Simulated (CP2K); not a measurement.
Consider 2-methylthiofuran at its PBE geometry (Å).

```xyz
13

C     2.4714    0.0258    0.4874
S     1.4928   -1.2907   -0.3003
C    -0.0937   -0.5686   -0.2711
C    -0.5966    0.6663   -0.6079
C    -2.0044    0.6183   -0.3595
C    -2.2776   -0.6426    0.0901
O    -1.1219   -1.3863    0.1678
H     3.4977   -0.3583    0.5481
H     2.4714    0.9378   -0.1207
H     2.0977    0.2390    1.4954
H    -0.0282    1.5032   -0.9974
H    -2.7241    1.4156   -0.5112
H    -3.1844   -1.1594    0.3792
```

Method: CP2K XAS_TDP, all-electron GAPW, PBEh(45%), aug-cc-pVDZ, TDA, GW2X-corrected core level, no relativity.

**Question.** Predict the bright core excitations at the C K edge.

Leading lines: C1 289.42 eV, C3 288.31 eV, C4 287.65 eV, C5 288.00 eV and C6 288.43 eV. The leading line of an atom is its first one with 35 % of the strongest within 2.5 eV of its lowest line over the strength cut. Core ionisation energies at this level: C4 291.82, C5 292.04, C6 293.18, C1 292.76 and C3 293.16 eV.

The first six lines of each atom with a strength over 0.0015:

| atom | energy (eV) | states | strength, one atom | above the computed threshold |
| --- | --- | --- | --- | --- |
| C1 (bonded to S and 3 H) | 289.42 | 1 | 0.0387 |  |
|  | 290.56 | 1 | 0.0087 |  |
|  | 291.15 | 1 | 0.0196 |  |
|  | 291.36 | 1 | 0.0235 |  |
|  | 291.72 | 1 | 0.0032 |  |
|  | 292.30 | 1 | 0.0035 |  |
| C3 (bonded to C, O and S) | 288.31 | 1 | 0.0512 |  |
|  | 290.90 | 1 | 0.0348 |  |
|  | 291.60 | 1 | 0.0119 |  |
|  | 291.77 | 1 | 0.0033 |  |
|  | 292.26 | 1 | 0.0023 |  |
|  | 292.46 | 1 | 0.0033 |  |
| C4 (bonded to 2 C and H) | 287.65 | 1 | 0.0432 |  |
|  | 289.93 | 1 | 0.0089 |  |
|  | 290.04 | 1 | 0.0078 |  |
|  | 290.93 | 1 | 0.0042 |  |
|  | 291.49 | 1 | 0.0032 |  |
|  | 291.95 | 1 | 0.0023 | yes |
| C5 (bonded to 2 C and H) | 288.00 | 1 | 0.0459 |  |
|  | 289.97 | 1 | 0.0075 |  |
|  | 290.18 | 1 | 0.0095 |  |
|  | 292.05 | 1 | 0.0049 | yes |
|  | 292.29 | 1 | 0.0016 | yes |
|  | 292.73 | 1 | 0.0032 | yes |
| C6 (bonded to C, O and H) | 288.43 | 1 | 0.0518 |  |
|  | 291.32 | 1 | 0.0146 |  |
|  | 291.90 | 1 | 0.0082 |  |
|  | 291.98 | 1 | 0.0065 |  |
|  | 292.29 | 1 | 0.0047 |  |
|  | 292.76 | 1 | 0.0020 |  |

Lines are vertical, at one geometry, with no vibrational structure. GW2X ionisation energies and lines can be off by 1 to 2 eV either way, and a good line position may hide errors that cancel. These values hold no scalar relativity, about 0.1 eV for C 1s. Rydberg lines, and the discretised continuum above threshold, depend on the basis and the box.

[Banner, clock and machine lines of the logs are left out without a mark of their own.]

[Logs are printed without paths, hosts, clocks, repeated set-up lines and the standing remarks that a program may print on its own settings, such as how far it seeks lower states.]

[Hosts, paths, dates, database ids (printed as entryN), source tags and the programs' standing remarks are cut or masked in the printed files.]
